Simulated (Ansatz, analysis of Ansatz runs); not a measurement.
**N2V- centre in diamond: hyperfine coupling against experiment**

Subject: N2V- centre in diamond. Wanted: its hyperfine coupling, in one set-up (HSE06 on PBE structures, 128-site cell, PBE lattice, 420 eV, k: the single point 1/4 1/4 1/4 then the zone centre alone). The model is a cell of 128 host atoms with 1 site emptied, N put on another atom's site and N put on another atom's site. The isotropic coupling follows from the spin density at the nucleus, the nuclear g-factor and the total spin. Exact exchange opens the gap, stiffens bonds and lessens the self-interaction error, at many times the cost.

Measured beforehand: 15N, isotropic: 4.02 MHz, by EPR (“Electron paramagnetic resonance of the N2V− defect in 15N-doped synthetic diamond”, 2015, B. L. Green et al.). 13C, the two neighbours of the vacancy, isotropic: 240.7 MHz, by EPR (“Electron paramagnetic resonance of the N2V− defect in 15N-doped synthetic diamond”, 2015, B. L. Green et al.).

Method: plane-wave PAW DFT, PBE; relaxation of all atoms of a defect supercell, in Ansatz 0.2.0.

### 1. The starting structure

The cell holds 127 atoms: 125 C and 2 N. Cell: a = 10.102 Å, b = 10.102 Å, c = 10.102 Å, α = 60.0°, β = 60.0°, γ = 60.0°. It derives from C (space group Fd-3m). Nearest the centre at fractional (0.437, 0.437, 0.438): N43 at 1.55 Å, N44 at 1.55 Å, C74 at 1.55 Å, C50 at 1.55 Å, C36 at 2.53 Å, C12 at 2.53 Å, C38 at 2.53 Å, C14 at 2.53 Å. The cell carries charge −1.

The host's primitive cell comes from a first run (plane-wave PAW DFT, PBE; relaxation of the host's cell and atoms): vectors of 2.525, 2.525 and 2.525 Å. That is 5.69 Å³ an atom, 0.4 % over the diffraction cell's volume. The supercell is built on it.

### 2. Relaxation, charge −1

Every later number rests on the structure around the defect, so the atoms are relaxed at the host's lattice first.

relax/input.yaml

```yaml
relax:
  f_tol: 0.02
  max_steps: 80
  random_displacement: { amplitude: 0.02, seed: 731 }
crystal:
  lattice:
    - [0.0, 7.14316351, 7.14316351]
    - [7.14316351, 0.0, 7.14316351]
    - [7.14316351, 7.14316351, 0.0]
  atoms:
    - { symbol: C, position: [0.125, 0.125, 0.125] }
    - { symbol: C, position: [0.1875, 0.1875, 0.1875] }
    - { symbol: C, position: [0.125, 0.125, 0.375] }
    - { symbol: C, position: [0.1875, 0.1875, 0.4375] }
    - { symbol: C, position: [0.125, 0.125, 0.625] }
    - { symbol: C, position: [0.1875, 0.1875, 0.6875] }
    - { symbol: C, position: [0.125, 0.125, 0.875] }
    - { symbol: C, position: [0.1875, 0.1875, 0.9375] }
    - { symbol: C, position: [0.125, 0.375, 0.125] }
    - { symbol: C, position: [0.1875, 0.4375, 0.1875] }
    - { symbol: C, position: [0.125, 0.375, 0.375] }
    - { symbol: C, position: [0.1875, 0.4375, 0.4375] }
    - { symbol: C, position: [0.125, 0.375, 0.625] }
    - { symbol: C, position: [0.1875, 0.4375, 0.6875] }
    - { symbol: C, position: [0.125, 0.375, 0.875] }
    - { symbol: C, position: [0.1875, 0.4375, 0.9375] }
    - { symbol: C, position: [0.125, 0.625, 0.125] }
    - { symbol: C, position: [0.1875, 0.6875, 0.1875] }
    - { symbol: C, position: [0.125, 0.625, 0.375] }
    - { symbol: C, position: [0.1875, 0.6875, 0.4375] }
    - { symbol: C, position: [0.125, 0.625, 0.625] }
    - { symbol: C, position: [0.1875, 0.6875, 0.6875] }
    - { symbol: C, position: [0.125, 0.625, 0.875] }
    - { symbol: C, position: [0.1875, 0.6875, 0.9375] }
    - { symbol: C, position: [0.125, 0.875, 0.125] }
    - { symbol: C, position: [0.1875, 0.9375, 0.1875] }
    - { symbol: C, position: [0.125, 0.875, 0.375] }
    - { symbol: C, position: [0.1875, 0.9375, 0.4375] }
    - { symbol: C, position: [0.125, 0.875, 0.625] }
    - { symbol: C, position: [0.1875, 0.9375, 0.6875] }
[... 12 lines left out ...]
    - { symbol: "N", position: [0.375, 0.375, 0.375] }
    - { symbol: "N", position: [0.375, 0.375, 0.625] }
[... 75 lines left out ...]
    - { symbol: C, position: [0.875, 0.875, 0.125] }
    - { symbol: C, position: [0.9375, 0.9375, 0.1875] }
    - { symbol: C, position: [0.875, 0.875, 0.375] }
    - { symbol: C, position: [0.9375, 0.9375, 0.4375] }
    - { symbol: C, position: [0.875, 0.875, 0.625] }
    - { symbol: C, position: [0.9375, 0.9375, 0.6875] }
    - { symbol: C, position: [0.875, 0.875, 0.875] }
    - { symbol: C, position: [0.9375, 0.9375, 0.9375] }
total_charge: -1
basis:
  ecutwfc: 420
  xc_grid: 2
hamiltonian:
  xc: pbe
kpoints:
  mp_grid: { grid: [1, 1, 1], shift: [0.25, 0.25, 0.25] }
magnetization:
  spin_polarized: true
  initial_magnetization: 1
  spin_locking: { lock_magnetization: hard }
scf:
  occupations: { method: fermi_dirac, width: 0.01 }
  max_iter: 120
output:
  forces: true
checkpoint:
  write: "../relax.run"
  compress: false
  write_wavefunctions: true
  write_every: 100000
```

Command:

```
$ ansatz run input.yaml --threads 4 --pin off --max-ram 7536MiB --backend cpu --events-out ev --progress --plain --runs-dir out
```

Numbers of over 12 decimals in the logs are rounded to 6 here.

The program printed:

```text
[... repeated set-up lines and file paths are left out, and long positions are rounded to six places ...]
Engine: ansatz 0.2.0, aarch64-unknown-linux-gnu
Pseudopotentials: kind: paw
Pseudopotential: C, paw, valence charge 4, recommended cutoff 420 eV (normal), C.paw.azcp
Pseudopotential: N, paw, valence charge 5, recommended cutoff 420 eV (normal), N.paw.azcp
Functional definition: PBE
  parameter kappa = 0.804
  parameter beta = 0.066725
  exchange = pbe_x(kappa = kappa, mu = beta*pi^2/3)
  correlation = pbe_c(beta = beta)
Crystal: 127 atoms, lattice volume = 728.957 Å³
Basis set: ecut = 420 eV, 14211 PW (Γ), exchange–correlation on 144×144×144 points (8 copies of the dense FFT grid, shifted against one another)
Bands: 383, of which v1, the nominal top of the filled ones, is band 256 counted from 1 (255 counted from 0)
Symmetry: 1 space group operations
k-points: 1
Non-local potential: C, projectors of the file, l = 0: 2, l = 1: 2, l = 2: 1
Non-local potential: N, projectors of the file, l = 0: 2, l = 1: 2, l = 2: 1
PAW form: soft (Blöchl's): semilocal exchange-correlation on the pseudo side does not see the compensation charge
PAW one-centre angular grid: C, 110 points (default); XC on 64 Gauss nodes
PAW one-centre angular grid: N, 110 points (default); XC on 64 Gauss nodes
Initial density: superposition of atomic densities (chi_scale 0.1, normalization cell, long waves kept (reshape's long-wave potential 0.33 eV rms))
Starting moments: Σ|m| = 1 μB on 127 of 127 sites
Initial wavefunctions: pseudopotential atomic-orbital guess
Functional: x = pbe(κ = 0.804, μ = 0.219515), c = pbe(β = 0.066725)
SCF iter   1: F=—  HF=-32125.443284 eV  |F-HF|=—  |Δ(HF+E_count)|=         —  Δρ=7.07e-2 (↑7.07e-2 ↓7.01e-2)  dr2=1.06e2  dr2_m=2.61e-1  M=1.000 μB ∫|m|=1.004 μB  β_m=0.30  ethr=3.10e-3  ⟨swp⟩=6.0  Hψ=3044  notcnv=0  defer=144
preconditioner: auto → Resta (q_TF=auto, 2.571 Å⁻¹)  ε∞=4.3  [insulator: Δε(μ)=0.487 eV  Ē_g=16.998 eV  σ=0.010 eV  W_gap=1.00  n_scr=180 (ndim 8)  ℏωp=31.1 eV  f_vac=0.000  D(μ)=0.00/eV (n_scr^D=0)  ε∞_Penn≈4.3]
spin=Collinear: Resta preconditioning applied to the charge; magnetization (m = ρ↑ − ρ↓) channel mixes plain (no charge-response kernel on spin).
SCF iter   2: F=—  HF=-32109.774307 eV  |F-HF|=—  |Δ(HF+E_count)|=    1.57e1  Δρ=5.15e-2 (↑5.15e-2 ↓5.11e-2)  dr2=5.65e1  dr2_m=1.42e-1  M=1.000 μB ∫|m|=1.017 μB  β_m=0.65  ethr=3.10e-3  ⟨swp⟩=3.0  Hψ=1412  notcnv=0  defer=236
SCF iter   3: F=—  HF=-32091.964430 eV  |F-HF|=—  |Δ(HF+E_count)|=    1.78e1  Δρ=4.77e-3 (↑4.62e-3 ↓4.77e-3)  dr2=3.63e-1  dr2_m=2.06e-3  M=1.000 μB ∫|m|=1.121 μB  β_m=0.70  ethr=3.10e-3  ⟨swp⟩=2.5  Hψ=1410  notcnv=0  defer=239
SCF iter   4: F=—  HF=-32092.193689 eV  |F-HF|=—  |Δ(HF+E_count)|=   2.29e-1  Δρ=2.21e-3 (↑2.07e-3 ↓2.21e-3)  dr2=8.50e-2  dr2_m=6.70e-4  M=1.000 μB ∫|m|=1.133 μB  β_m=0.74  ethr=7.10e-5  ⟨swp⟩=3.0  Hψ=1375  notcnv=0  defer=239
SCF iter   5: F=—  HF=-32092.247337 eV  |F-HF|=—  |Δ(HF+E_count)|=   5.36e-2  Δρ=6.58e-4 (↑5.07e-4 ↓6.58e-4)  dr2=7.06e-3  dr2_m=1.87e-4  M=1.000 μB ∫|m|=1.139 μB  β_m=0.74  ethr=1.66e-5  ⟨swp⟩=3.0  Hψ=1065  notcnv=0  defer=239
SCF iter   6: F=—  HF=-32092.251204 eV  |F-HF|=—  |Δ(HF+E_count)|=   3.87e-3  Δρ=2.30e-4 (↑1.54e-4 ↓2.30e-4)  dr2=9.67e-4  dr2_m=3.09e-5  M=1.000 μB ∫|m|=1.142 μB  β_m=0.68  ethr=1.38e-6  ⟨swp⟩=2.5  Hψ=1177  notcnv=0  defer=239
SCF iter   7: F=—  HF=-32092.251389 eV  |F-HF|=—  |Δ(HF+E_count)|=   1.84e-4  Δρ=5.74e-5 (↑5.41e-5 ↓5.74e-5)  dr2=3.87e-5  dr2_m=7.00e-7  M=1.000 μB ∫|m|=1.142 μB  β_m=0.76  ethr=1.89e-7  ⟨swp⟩=2.5  Hψ=1005  notcnv=0  defer=239
SCF iter   8: F=-32092.251467 eV  HF=-32092.251464 eV  |F-HF|=2.68e-6  |Δ(HF+E_count)|=   7.59e-5  Δρ=1.52e-5 (↑1.43e-5 ↓1.52e-5)  dr2=3.20e-6  dr2_m=3.32e-8  M=1.000 μB ∫|m|=1.143 μB  ethr=1.96e-9  ⟨swp⟩=4.0  Hψ=1801  notcnv=0
SCF 1 converged in 8 iterations: F = -32092.251467 eV  dr2 = 3.20e-6
  greatest PAW one-centre occupation: 0.796 electrons in one spin orbital (limit 2), on the N atom at site 42 (counted from 0), in its partial waves of l = 0
relax step   1: F+E_penalty+E_count = -32092.25146717 eV  Δ(F+E_penalty+E_count) = +0.000e0 eV  max|allowed force component| = 2.549e0 eV/Å  Δτ_max = 0.0000 Å  (8 SCF iters, dr2 threshold 1.00e-5 eV, accepted)
[... the SCF cycles and remarks between the steps are left out from here to the last step ...]
relax step   2: F+E_penalty+E_count = -32093.95660688 eV  Δ(F+E_penalty+E_count) = -1.705e0 eV  max|allowed force component| = 1.230e0 eV/Å  Δτ_max = 0.1144 Å  (6 SCF iters, dr2 threshold 1.00e-4 eV, accepted)
relax step   3: F+E_penalty+E_count = -32094.38726861 eV  Δ(F+E_penalty+E_count) = -4.307e-1 eV  max|allowed force component| = 6.841e-1 eV/Å  Δτ_max = 0.0616 Å  (5 SCF iters, dr2 threshold 9.45e-5 eV, accepted)
relax step   4: F+E_penalty+E_count = -32094.42236188 eV  Δ(F+E_penalty+E_count) = -3.509e-2 eV  max|allowed force component| = 3.641e-1 eV/Å  Δτ_max = 0.0399 Å  (4 SCF iters, dr2 threshold 1.00e-4 eV, accepted)
relax step   5: F+E_penalty+E_count = -32094.43611674 eV  Δ(F+E_penalty+E_count) = -1.375e-2 eV  max|allowed force component| = 2.880e-2 eV/Å  Δτ_max = 0.0240 Å  (4 SCF iters, dr2 threshold 3.75e-5 eV, accepted)
relax step   6: F+E_penalty+E_count = -32094.43611808 eV  Δ(F+E_penalty+E_count) = -1.343e-6 eV  max|allowed force component| = 2.867e-2 eV/Å  Δτ_max = 0.0000 Å  (4 SCF iters, accepted)
SCF iter   1: F=—  HF=-32094.437136 eV  |F-HF|=—  |Δ(HF+E_count)|=         —  Δρ=6.87e-5 (↑6.87e-5 ↓6.77e-5)  dr2=7.16e-5  dr2_m=3.45e-7  M=1.000 μB ∫|m|=1.153 μB  β_m=0.30  ethr=1.69e-7  ⟨swp⟩=4.0  Hψ=1773  notcnv=0  defer=239
SCF iter   2: F=—  HF=-32094.436291 eV  |F-HF|=—  |Δ(HF+E_count)|=   8.45e-4  Δρ=4.78e-5 (↑4.78e-5 ↓4.70e-5)  dr2=3.18e-5  dr2_m=1.87e-7  M=1.000 μB ∫|m|=1.153 μB  β_m=0.60  ethr=1.40e-8  ⟨swp⟩=2.0  Hψ=884  notcnv=0  defer=239
SCF iter   3: F=—  HF=-32094.436283 eV  |F-HF|=—  |Δ(HF+E_count)|=   7.59e-6  Δρ=6.83e-6 (↑6.83e-6 ↓6.76e-6)  dr2=8.52e-7  dr2_m=5.36e-9  M=1.000 μB ∫|m|=1.153 μB  β_m=0.63  ethr=6.21e-9  ⟨swp⟩=2.0  Hψ=894  notcnv=0  defer=239
SCF iter   4: F=-32094.436283 eV  HF=-32094.436283 eV  |F-HF|=1.72e-8  |Δ(HF+E_count)|=   7.13e-8  Δρ=1.80e-6 (↑1.79e-6 ↓1.80e-6)  dr2=7.72e-8  dr2_m=3.11e-10  M=1.000 μB ∫|m|=1.153 μB  ethr=1.96e-11  ⟨swp⟩=4.0  Hψ=1948  notcnv=0
SCF 7 converged in 4 iterations: F = -32094.436283 eV  dr2 = 7.72e-8
relax step   7: F+E_penalty+E_count = -32094.43628297 eV  Δ(F+E_penalty+E_count) = -1.649e-4 eV  max|allowed force component| = 8.785e-3 eV/Å  Δτ_max = 0.0010 Å  (4 SCF iters, accepted)
NSCF: frozen V_eff on 1 k-points
the band table was solved once a step of the walk had ended and its energy, with any forces and stress, was formed, with the checks that follow a solve (3369 applications of the Hamiltonian). They found nothing against the state; [...]
SCF converged after 4 iterations
Magnetization: 1.0000 μB (256.0000 up, 255.0000 down)
Absolute magnetization: 1.1538 μB (∫|ρ↑−ρ↓|, with the PAW one-centre terms)
Spin contamination: 0.0048 ħ² per cell (⟨S²⟩ above its minimum at these occupations)
Per-site moments (μB) at R_I (Å): [(0.00163009, 0.636182), (-0.000120168, 0.637718), (0.00169368, 0.637210), [... 124 left out ...]
Free energy (F): -32094.436283 eV
Harris-Foulkes:  -32094.436283 eV  (|F-HF|=1.72e-8)
Internal energy: -32094.436283 eV  (E = F + TS)
E sigma→0 (E₀):  -32094.436283 eV
Fermi energy:    15.956396 (↑ 16.556712, ↓ 15.695152) eV
--- Per-component energies (eV) ---
  E_band       = 2124.648215
  E_kinetic    = 11818.378958
  E_local      = -8209.418324  (includes V_loc(G=0)·N_el)
  E_nonlocal   = 3421.300817
  E_hartree    = 1842.341736
  E_xc         = -6212.557171
  E_vxc        = -7716.319802  (∫ρ·V_xc dr)
  E_paw        = -12659.678513  (= ΣΔE_a)
  E_vpaw       = -873.978532  (= ΣTr[D̂ρ^β])
  E_aug_tail   = 0.001347  (compensation charges beyond the density's cutoff)
  E_ewald      = -22094.805133
  E_smearing   = -0.000000  (= −TS)
  E_closure    = 0.000000  (closes the sum)
  E_deformation_potential = -21.275489  (in the stress; not in F)
  Σ components = -32094.436283   (vs F -32094.436283, Δ=0.00e0)
--- Forces (eV/Å), atoms counted from 1 ---
  atom   1  C     -0.00122911    -0.00139006    -0.00046812
  atom   2  C     -0.00053675     0.00041700    -0.00205706
  [... 9 atoms left out ...]
  atom  12  C      0.00371654     0.00055929     0.00222218
  atom  13  C     -0.00065734    -0.00052309    -0.00642200
  atom  14  C      0.00341497    -0.00071046    -0.00032608
  [... 21 atoms left out ...]
  atom  36  C     -0.00105160     0.00469558     0.00203088
  atom  37  C      0.00014774    -0.00101514    -0.00510338
  atom  38  C     -0.00081330     0.00199790    -0.00051728
  [... 4 atoms left out ...]
  atom  43  N      0.00062943    -0.00205028    -0.00413721
  atom  44  N     -0.00483577    -0.00532806    -0.00404441
  [... 5 atoms left out ...]
  atom  50  C      0.00164789    -0.00225981     0.00033796
  [... 23 atoms left out ...]
  atom  74  C     -0.00160035     0.00237355    -0.00009467
  [... 53 atoms left out ...]
  max |Σ_I F_I| component: 3.79e-5 eV/Å
--- Band table (eV) ---
  k-point 0 ↑: bands = ["-8.3579", "-7.5923", "-7.1748", "-7.0048", [... 375 left out ...] "23.9252", "23.9460", "23.9764", "23.9956"]
  k-point 0 ↓: bands = ["-8.3535", "-7.5889", "-7.1718", "-6.9996", [... 375 left out ...] "23.9295", "23.9519", "23.9841", "24.0016"]
--- Relaxed structure (7 steps of the walk, 7 accepted, 0 SCFs on fresh bases) ---
  F+E_penalty+E_count = -32094.43628297 eV   max|allowed force component| = 8.785e-3 eV/Å
  atoms:
    - { symbol: C, position: [0.124668, 0.124470, 0.125528] }
    - { symbol: C, position: [0.187377, 0.187182, 0.187824] }
    [... 9 atoms left out ...]
    - { symbol: C, position: [0.191717, 0.434261, 0.434628] }
    - { symbol: C, position: [0.128945, 0.373601, 0.623695] }
    - { symbol: C, position: [0.191433, 0.434249, 0.689696] }
    [... 21 atoms left out ...]
    - { symbol: C, position: [0.434457, 0.191519, 0.434629] }
    - { symbol: C, position: [0.373800, 0.128740, 0.623698] }
    - { symbol: C, position: [0.434451, 0.191230, 0.689699] }
    [... 4 atoms left out ...]
    - { symbol: N, position: [0.369549, 0.369343, 0.369579] }
    - { symbol: N, position: [0.369278, 0.369076, 0.642246] }
    [... 5 atoms left out ...]
    - { symbol: C, position: [0.374647, 0.636198, 0.369440] }
    [... 23 atoms left out ...]
    - { symbol: C, position: [0.636396, 0.374449, 0.369440] }
    [... 53 atoms left out ...]
```

It took 2.6 min on 4 threads of Arm Neoverse V2, shared host; peak memory 3.3 GiB.

Relaxation path:

| step | energy less that of the first step (eV) | largest force component (eV/Å) |
| --- | --- | --- |
| 1 | 0.0000 | 2.5492 |
| 2 | -1.7051 | 1.2297 |
| 3 | -2.1358 | 0.6841 |
| 4 | -2.1709 | 0.3641 |
| 5 | -2.1847 | 0.0288 |
| 6 | -2.1847 | 0.0287 |
| 7 | -2.1848 | 0.0088 |

The atoms that moved most (Å, from the sites as typed, ahead of the random displacement):

| atom | dx | dy | dz | length |
| --- | --- | --- | --- | --- |
| N44 | 0.082 | 0.082 | -0.083 | 0.142 |
| N43 | -0.078 | -0.078 | -0.079 | 0.136 |
| C50 | 0.041 | -0.043 | 0.078 | 0.098 |
| C74 | -0.043 | 0.041 | 0.078 | 0.098 |
| C20 | -0.030 | 0.031 | 0.017 | 0.047 |
| C67 | 0.031 | -0.030 | 0.017 | 0.047 |
| C36 | 0.009 | -0.043 | 0.007 | 0.045 |
| C12 | -0.043 | 0.009 | 0.007 | 0.044 |

The atoms nearest to the centre after the run:

| atom | distance (Å) |
| --- | --- |
| C50 | 1.639 |
| C74 | 1.641 |
| N43 | 1.683 |
| N44 | 1.689 |
| C20 | 2.481 |
| C67 | 2.483 |
| C51 | 2.513 |
| C75 | 2.514 |
| C12 | 2.514 |
| C49 | 2.514 |
| C36 | 2.515 |
| C42 | 2.515 |
| C73 | 2.515 |
| C14 | 2.517 |
| C38 | 2.518 |
| C45 | 2.518 |

Numbers from this step:

- free energy: -32094.4363 eV
- total moment: 1 μB
- integral of the absolute spin density: 1.154 μB
- spin contamination: 0.004757

The relaxation ends 17 meV an atom lower than the displaced start, with a largest force component of 0.0088 eV/Å.

(Continued in part 2 of 2.)

[Logs are printed without paths, hosts, clocks, repeated set-up lines and the standing remarks that a program may print on its own settings, such as how far it seeks lower states.]

[Hosts, paths, dates, database ids (printed as entryN), source tags and the programs' standing remarks are cut or masked in the printed files.]

[For some hosts the program warned that the k-mesh of the response run may be too coarse for force constants and the static dielectric constant; such warnings are not shown here.]
